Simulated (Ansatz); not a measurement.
# Changed inputs in constrained RPA: SrAgO3 (cubic perovskite) (Pm-3m), part 2 of 2

Wanted: the sensitivity and cost of U and J for SrAgO3 (cubic perovskite) (Pm-3m).

Ansatz 0.2.0; constrained RPA on LDA, plane waves, PAW.

So far. Step 3 (Changed: 2×2×2 mesh): On the Ag d shell, screening brings the on-site interaction from 19.8 eV down to U = 8.91 eV. Step 4 (Changed: accuracy low): On the Ag d shell, screening brings the on-site interaction from 19.7 eV down to U = 8.86 eV.

The structure was built from a prototype and need not be the compound's stable phase.

## 6. Changed: r2SCAN

This step: constrained RPA on r2SCAN, plane waves, PAW.

File input.yaml:

```yaml
crystal:
  lattice:
    - [0.0, -3.96201305, 0.0]
    - [0.0, 0.0, 3.96201305]
    - [-3.96201305, 0.0, 0.0]
  atoms:
    - { symbol: Sr, position: [0.0, 0.0, 0.0] }
    - { symbol: Ag, position: [0.5, 0.5, 0.5] }
    - { symbol: O, position: [0.5, 0.5, 0.0] }
    - { symbol: O, position: [0.5, 0.0, 0.5] }
    - { symbol: O, position: [0.0, 0.5, 0.5] }
kpoints:
  mp_grid: { grid: [8, 8, 8] }
hamiltonian:
  xc: r2scan
scf:
  occupations: { method: gaussian, width: 0.08 }
  n_extra_bands: 19
  max_iter: 150
  lower_state_search: "off"
output:
  crpa:
    kmesh: [4, 4, 4]
    target_bands: [v13, c1]
    projections: [{ species: Ag, l: d, shell: 4 }, { species: O, l: p, shell: 2 }]
```

Run with:

```sh
ansatz run input.yaml --threads 4 --pin off --max-ram 9216MiB --backend cpu --events-out ev --progress --plain --runs-dir out
```

Numbers of over 12 decimals in the logs are rounded to 6 here.

The program printed:

```text
[...]
Crystal: 5 atoms, lattice volume = 62.194 Å³
Basis set: ecut = 500 eV, 1575 PW (Γ), exchange–correlation on 120×120×120 points (64 copies of the dense FFT grid, shifted against one another)
Bands: 43, of which v1, the nominal top of the filled ones, is band 24 counted from 1 (23 counted from 0)
Symmetry: 48 space group operations
[...]
k-points: 35 of 512
[...]
screened: U = 8.0710 eV, U' = 6.6265 eV, J = 0.7215 eV
      screened, to within: U = 1.3e-2 eV, U' = 1.3e-2 eV, J = 1.1e-3 eV
      bare: V = 18.9838 eV, V' = 17.1578 eV, J = 0.9117 eV
    Site 4, 2P, 3 of 3 p orbitals (Wannier functions 12, 13, 14; wannier90's mr 1, 2, 3):
      screened: U = 8.0710 eV, U' = 6.6265 eV, J = 0.7215 eV
      screened, to within: U = 1.3e-2 eV, U' = 1.3e-2 eV, J = 1.1e-3 eV
      bare: V = 18.9838 eV, V' = 17.1578 eV, J = 0.9117 eV
[...]
[key lines of the parts left out:]
SCF converged after 7 iterations
Free energy (F): -12862.802995 eV
Fermi energy:    10.146064 eV
```

Run time: 4.5 min. Hardware: 4 threads of Arm Neoverse V1, shared host; peak memory 0.82 GiB; 17 min of CPU time.

Numbers from this step:

```
U                                                 : 9.594 eV
U prime (inter-orbital)                           : 8.364 eV
J                                                 : 0.6174 eV
bare V                                            : 19.98 eV
bare J                                            : 0.7783 eV
stated bound on U                                 : 0.02742 eV
U over bare V                                     : 0.4802
electrons in the window                           : 25.00
head of the constrained inverse dielectric matrix : 0.3866
least eigenvalue of the projection's overlap      : 0.7645
target functions                                  : 14
bands in the sums                                 : 50
width of the target bands                         : 11.72 eV
weight of the projected orbitals in the window    : 0.9544
```

On the Ag d shell, screening brings the on-site interaction from 20.0 eV down to U = 9.59 eV.

## 7. Changed: volume +6 %

This step: constrained RPA on LDA, plane waves, PAW.

The cell differs from the one that the last finished run ended in (a 3.962 → 4.040 Å, b 3.962 → 4.040 Å, c 3.962 → 4.040 Å).

input.yaml: that of step 6 with these lines changed.

```diff
@@ -2,5 +2,5 @@
   lattice:
-    - [0.0, -3.96201305, 0.0]
-    - [0.0, 0.0, 3.96201305]
-    - [-3.96201305, 0.0, 0.0]
+    - [0.0, -4.0397193084, 0.0]
+    - [0.0, 0.0, 4.0397193084]
+    - [-4.0397193084, 0.0, 0.0]
   atoms:
@@ -14,3 +14,3 @@
 hamiltonian:
-  xc: r2scan
+  xc: lda
 scf:
@@ -25 +25,6 @@
     projections: [{ species: Ag, l: d, shell: 4 }, { species: O, l: p, shell: 2 }]
+  local_orbitals:
+    kmesh: [8, 8, 8]
+    orbitals: [{ species: Ag, l: d, shell: 4 }, { species: O, l: p, shell: 2 }]
+    window: { bands: [v13, c1] }
+    seedname: lo
```

The program printed:

```text
[...]
Crystal: 5 atoms, lattice volume = 65.926 Å³
Basis set: ecut = 420 eV, 1309 PW (Γ)
Bands: 43, of which v1, the nominal top of the filled ones, is band 24 counted from 1 (23 counted from 0)
Symmetry: 48 space group operations
[...]
k-points: 35 of 512
[...]
screened: U = 7.3589 eV, U' = 5.9607 eV, J = 0.6961 eV
      screened, to within: U = 1.4e-2 eV, U' = 1.4e-2 eV, J = 1.1e-3 eV
      bare: V = 18.7313 eV, V' = 16.9428 eV, J = 0.8905 eV
    Site 4, 2P, 3 of 3 p orbitals (Wannier functions 12, 13, 14; wannier90's mr 1, 2, 3):
      screened: U = 7.3589 eV, U' = 5.9607 eV, J = 0.6961 eV
      screened, to within: U = 1.4e-2 eV, U' = 1.4e-2 eV, J = 1.1e-3 eV
      bare: V = 18.7313 eV, V' = 16.9428 eV, J = 0.8905 eV
[...]
[key lines of the parts left out:]
SCF converged after 8 iterations
Free energy (F): -12566.181718 eV
Fermi energy:    9.132968 eV
```

Wall time 2.8 min (4 threads); peak memory 0.73 GiB.

This step gave:

```yaml
u: 8.956 eV
u_prime_inter_orbital: 7.751 eV
j: 0.6033 eV
bare_v: 19.73 eV
bare_j: 0.7642 eV
stated_bound_on_u: 0.03242 eV
u_over_bare_v: 0.4540
electrons_in_the_window: 25.00
head_of_the_constrained_inverse_dielectric_matrix: 0.3563
least_eigenvalue_of_the_projection_s_overlap: 0.7462
target_functions: 14
bands_in_the_sums: 50
r_m_s_miss_of_the_model_bands: 1.10e-4 eV
width_of_the_target_bands: 10.50 eV
weight_of_the_projected_orbitals_in_the_window: 0.9525
```

On the Ag d shell, screening brings the on-site interaction from 19.7 eV down to U = 8.96 eV.

## 8. Side by side

Times are wall times on 4 threads of Arm Neoverse V1, shared host, good to a factor of about two.

```
          run  bare V (eV)  U (eV)  J (eV)  bound on U (eV)  width (eV)     time
target window        19.74   8.925   0.603           0.0282       11.32  2.8 min
   2×2×2 mesh        19.84   8.909   0.604           0.0232       11.32     17 s
 accuracy low        19.74   8.861   0.601           0.2782       11.32     72 s
       r2SCAN        19.98   9.594   0.617           0.0274       11.72  4.5 min
  volume +6 %        19.73   8.956   0.603           0.0324       10.50  2.8 min
```

## 9. Outcome

| Property | Result |
| --- | --- |
| target window | U 8.92 eV, J 0.60 eV |
| 2×2×2 mesh | U 8.91 eV, J 0.60 eV |
| accuracy low | U 8.86 eV, J 0.60 eV |
| r2SCAN | U 9.59 eV, J 0.62 eV |
| volume +6 % | U 8.96 eV, J 0.60 eV |

**Reading.** 2×2×2 mesh moves U by −0.02 eV (within the solver's bounds, for the mean over orbitals) at 0.10 times the time. Accuracy low moves U by −0.06 eV (within the solver's bounds, for the mean over orbitals) at 0.43 times the time. r2SCAN moves U by +0.67 eV. Volume +6 % moves U by +0.03 eV (within the solver's bounds, for the mean over orbitals). The printed bound covers the solver alone, not the mesh, and no denser mesh than the base was run. The parent state is non-magnetic and the interaction static (zero frequency); U depends on the window and the orbitals, so it belongs to this model alone. A window that holds the anion p bands defines a model with explicit ligands; its U belongs to that model and is not the U of DFT+U.

[Paths, hosts, dates, memory and timing lines, banners, echoed tables and standing remarks are left out of the program output.]

[Logs are printed without paths, hosts, clocks, repeated set-up lines and the standing remarks that a program may print on its own settings, such as how far it seeks lower states.]

[Runs of the session that timed out or met a known fault of the program may be left out.]

[Hosts, paths, dates, database ids (printed as entryN), source tags and the programs' standing remarks are cut or masked in the printed files.]
